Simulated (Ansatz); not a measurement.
## GdP (Fm-3m): from the cell to its phonons: response at finite wavevector

Ansatz 0.2.0; DFT PBEsol+U, scalar-relativistic, plane waves, PAW.

Stability and thermal properties need the whole zone. Linear response on a 4×4×4 q mesh gives force constants as far as a supercell of that size would.

File input.yaml:

```yaml
crystal:
  lattice:
    - [0.0, 2.8323918353, 2.8323918353]
    - [2.8323918353, 0.0, 2.8323918353]
    - [2.8323918353, 2.8323918353, 0.0]
  atoms:
    - { symbol: Gd, position: [0.0, 0.0, 0.0], spin: 7.7 }
    - { symbol: P, position: [0.5, 0.5, 0.5] }
kpoints:
  mp_grid: { grid: [12, 12, 12] }
hamiltonian:
  xc: pbesol
  hubbard: { sites: [{ species: Gd, l: f, u_eff: 6.0 }] }
scf:
  occupations: { method: gaussian, width: 0.15 }
  convergence: { dr2_threshold: 1.0e-10 }
output:
  eigenvalues: true
  populations: true
magnetization:
  spin_polarized: true
phonons:
  method: dfpt
  qmesh: [4, 4, 4]
  temperatures: { t_max: 1000, t_step: 50 }
  qpath:
    path:
      - [[0.0, 0.0, 0.0], [0.5, 0.0, 0.5], [0.625, 0.25, 0.625]]
      - [[0.375, 0.375, 0.75], [0.0, 0.0, 0.0], [0.5, 0.5, 0.5], [0.5, 0.25, 0.75], [0.5, 0.0, 0.5]]
    npoints: 10
```

Run with:

```
> ansatz run input.yaml --threads 8 --pin off --max-ram 14336MiB --backend cpu --events-out ev --progress --plain --runs-dir out
```

**Question.** What does this run give for the lowest frequency on the path, phonon branches and phonon density of states against wavenumber?

With 2 atoms in the cell there are 6 branches, three of them acoustic and zero at Γ. The masses differ by a factor of 5.1 (Gd against P): the 3 top branches, three for each P, split off, and on this path no mode lies between 164 and 231 cm⁻¹. The top quarter of the spectrum is 95 % motion of P, the lightest element.

The partial phonon density of states has structure finer than the step of the table below, so its rows give means over 20 cm⁻¹, whole bins alone (the curve runs from -10 to 326 cm⁻¹). Peaks (cm⁻¹: height): Gd 108.4: 0.0843, 133.8: 0.0344; P 254.3: 0.0982, 292.3: 0.0371.

This step gave:

| --- | --- |
| lowest frequency on the path | 0 cm⁻¹ |
| highest frequency on the path or at a solved wavevector | 306.9 cm⁻¹ |
| mean frequency | 185.5 cm⁻¹ |
| Debye temperature (second moment) | 376 K |
| logarithmic mean frequency | 165.3 cm⁻¹ |
| lowest mode on the q mesh (acoustic modes at Γ apart) | 63.73 cm⁻¹ |
| heat capacity at 300 K | 23.11 J/(mol atoms K) |
| edges of the widest gap between branches, on path and mesh | 164.2, 230.8 cm⁻¹ |

Frequencies (cm⁻¹) solved at each irreducible wavevector; negative means imaginary. Frequencies by wavevector, by row:

| q in reciprocal lattice units | star | mode 1 | mode 2 | mode 3 | mode 4 | mode 5 | mode 6 |
| --- | --- | --- | --- | --- | --- | --- | --- |
| 0 0 0 | 1 | 0 | 0 | 0 | 230.8 | 230.8 | 230.8 |
| 0 0 0.25 | 8 | 75.9 | 75.9 | 109.4 | 244.6 | 244.6 | 295.7 |
| 0 0 -0.5 | 4 | 105.9 | 105.9 | 164.2 | 252.9 | 252.9 | 302.9 |
| 0 0.25 0.25 | 6 | 63.7 | 63.7 | 122 | 241.8 | 241.8 | 284.4 |
| 0 0.25 -0.5 | 24 | 101 | 109.9 | 135.7 | 247.4 | 262.9 | 286.1 |
| 0 0.25 -0.25 | 12 | 87.7 | 106.1 | 145 | 255.4 | 259.7 | 293.5 |
| 0 -0.5 -0.5 | 3 | 92.4 | 92.4 | 119 | 234.7 | 234.7 | 271.9 |
| 0.25 -0.5 -0.25 | 6 | 107.2 | 107.2 | 131.2 | 264.1 | 264.1 | 275.4 |

Interpolated from a 4×4×4 q mesh. The phonon branches at the labelled points (cm⁻¹):

| point | branch 1 | branch 2 | branch 3 | branch 4 | branch 5 | branch 6 |
| --- | --- | --- | --- | --- | --- | --- |
| Γ | 0 | 0 | 0 | 231 | 231 | 231 |
| halfway | 64 | 64 | 122 | 242 | 242 | 284 |
| X | 92 | 92 | 119 | 235 | 235 | 272 |
| halfway | 97 | 104 | 117 | 239 | 251 | 271 |
| U | 107 | 112 | 126 | 247 | 268 | 277 |
| jump to K | 107 | 112 | 126 | 247 | 268 | 277 |
| halfway | 72 | 92 | 126 | 250 | 253 | 293 |
| Γ | 0 | 0 | 0 | 231 | 231 | 231 |
| halfway | 76 | 76 | 109 | 245 | 245 | 296 |
| L | 106 | 106 | 164 | 253 | 253 | 303 |
| halfway | 109 | 109 | 146 | 255 | 261 | 294 |
| W | 107 | 107 | 131 | 264 | 264 | 275 |
| halfway | 98 | 114 | 116 | 248 | 256 | 270 |
| X | 92 | 92 | 119 | 235 | 235 | 272 |

The phonon branches as a text plot (rows in cm⁻¹):

```
    301 |                      *            **********
    288 |      **          **** **         *          ***
    275 |    **  **********       **                     *** ****
    262 |   *           * ******          *         **********
    249 |  *           * *********  *    *  ***********      **
    237 |****************         **********                   **
    224 |
    211 |
    198 |
    185 |
    173 |
    160 |                                       *****
    147 |                   ***                *     ***
    134 |       **         *   *              *         ****
    121 |      *  *********     *            *              *****
    109 |    **        ********  *          *   ***************
     96 |           *****   *****          *  **            *****
     83 |   *    ***           * ***         *
     70 |       *               * **      ***
     58 |  * ***                 *  *
     45 |   *                     ***    **
     32 | **                        **   *
     19 | *                          *  *
      6 |*                            **
         Γ           X  U|K            Γ         L        W     X
```

Tetrahedra on a 20×20×20 mesh, mean over bins of 5 cm-1. Table of phonon density of states by wavenumber; read off at these points:

wavenumber (cm⁻¹), phonon density of states (1/cm⁻¹/cell) and a bar:
```
        2      0.000 
       12      0.000 
       18      0.000 
       28      0.001 
       38      0.002 #
       42      0.003 #
       52      0.005 #
       62      0.009 ##
       68      0.011 ###
       78      0.018 #####
       82      0.022 ######
       92      0.039 ###########
      102      0.063 #################
      108      0.090 ########################
      118      0.011 ###
      128      0.023 ######
      132      0.036 ##########
      142      0.027 #######
      152      0.010 ###
      158      0.006 ##
      168      0.000 
      178      0.000 
      182      0.000 
      192      0.000 
      202      0.000 
      208      0.000 
      218      0.000 
      228      0.000 
      232      0.003 #
      242      0.051 ##############
      248      0.070 ###################
      252      0.110 ##############################
      258      0.081 ######################
      268      0.015 ####
      272      0.021 ######
      282      0.029 ########
      292      0.040 ###########
      298      0.027 #######
      308      0.002
```

Phonopy on the run's constants, 17x17x17 mesh, Gaussian sigma 2.4 cm-1. The partial phonon density of states by wavenumber; means over each step; values in 1/cm⁻¹/cell:

| wavenumber (cm⁻¹) | Gd | P |
| --- | --- | --- |
| 0 | 2.5e-5 | 5.3e-6 |
| 20 | 3.8e-4 | 7.2e-5 |
| 40 | 0.00210 | 3.5e-4 |
| 60 | 0.00699 | 9.3e-4 |
| 80 | 0.0190 | 0.00178 |
| 100 | 0.0562 | 0.00249 |
| 120 | 0.0268 | 8.9e-4 |
| 140 | 0.0264 | 5.9e-4 |
| 160 | 0.00482 | 8.1e-5 |
| 180 | 9.0e-7 | 0 |
| 200 | 0 | 0 |
| 220 | 2.0e-5 | 1.2e-4 |
| 240 | 0.00300 | 0.0337 |
| 260 | 0.00272 | 0.0627 |
| 280 | 8.1e-4 | 0.0255 |
| 300 | 6.2e-4 | 0.0208 |

Second derivatives of the energy by pair, one row for each kind of neighbour of each atom listed. Each entry sums the pair over the periodic images of the supercell that the q mesh stands for, and in a polar crystal it holds the long-range dipole part too. Force constants by pair, by row:

| atom | neighbour | distance (Å) | third of the trace (eV/Å²) | along the pair's line (eV/Å²) |
| --- | --- | --- | --- | --- |
| Gd1 | itself | 0 | 8.556 | – |
| Gd1 | P | 2.832 | -0.9966 | -2.074 |
| Gd1 | Gd | 4.006 | -0.1887 | -1.022 |
| Gd1 | P | 4.906 | -0.043 | -0.0102 |
| Gd1 | Gd | 5.665 | -0.1845 | -0.5506 |
| Gd1 | P | 6.333 | 0.0511 | 0.1736 |
| Gd1 | Gd | 6.938 | 0.0129 | 0.0171 |
| P2 | itself | 0 | 7.664 | – |
| P2 | Gd | 2.832 | -0.9966 | -2.074 |
| P2 | P | 4.006 | -0.0899 | -0.479 |
| P2 | Gd | 4.906 | -0.043 | -0.0102 |
| P2 | P | 5.665 | -0.1732 | -0.4731 |
| P2 | Gd | 6.333 | 0.0511 | 0.1736 |
| P2 | P | 6.938 | 0.0057 | -0.0043 |

Harmonic thermodynamic functions per atom, from the density of states. Thermodynamic functions, by row:

| T (K) | F_vib (meV/atom) | S (J/mol-atom/K) | C_V (J/mol-atom/K) |
| --- | --- | --- | --- |
| 0 | 34.49 | 0 | 0 |
| 50 | 34.07 | 2.945 | 6.473 |
| 100 | 30.72 | 10.09 | 14.46 |
| 200 | 13.4 | 22.67 | 21.16 |
| 300 | -15.02 | 31.69 | 23.11 |
| 400 | -51.53 | 38.46 | 23.88 |
| 500 | -94.27 | 43.83 | 24.25 |
| 600 | -142.1 | 48.27 | 24.46 |
| 700 | -194.1 | 52.06 | 24.59 |
| 800 | -249.8 | 55.34 | 24.67 |
| 900 | -308.7 | 58.25 | 24.73 |
| 1000 | -370.4 | 60.86 | 24.77 |

Harmonic mean-square displacement, third of the trace. Mean square displacements, by row:

| T (K) | Gd1 U_eq (Å²) | P2 U_eq (Å²) |
| --- | --- | --- |
| 0 | 0.00103 | 0.00228 |
| 100 | 0.00182 | 0.00275 |
| 300 | 0.00482 | 0.00543 |
| 600 | 0.00952 | 0.01022 |

[Logs are printed without paths, hosts, clocks, repeated set-up lines and the standing remarks that a program may print on its own settings, such as how far it seeks lower states.]

[Hosts, paths, dates, database ids (printed as entryN), source tags and the programs' standing remarks are cut or masked in the printed files.]
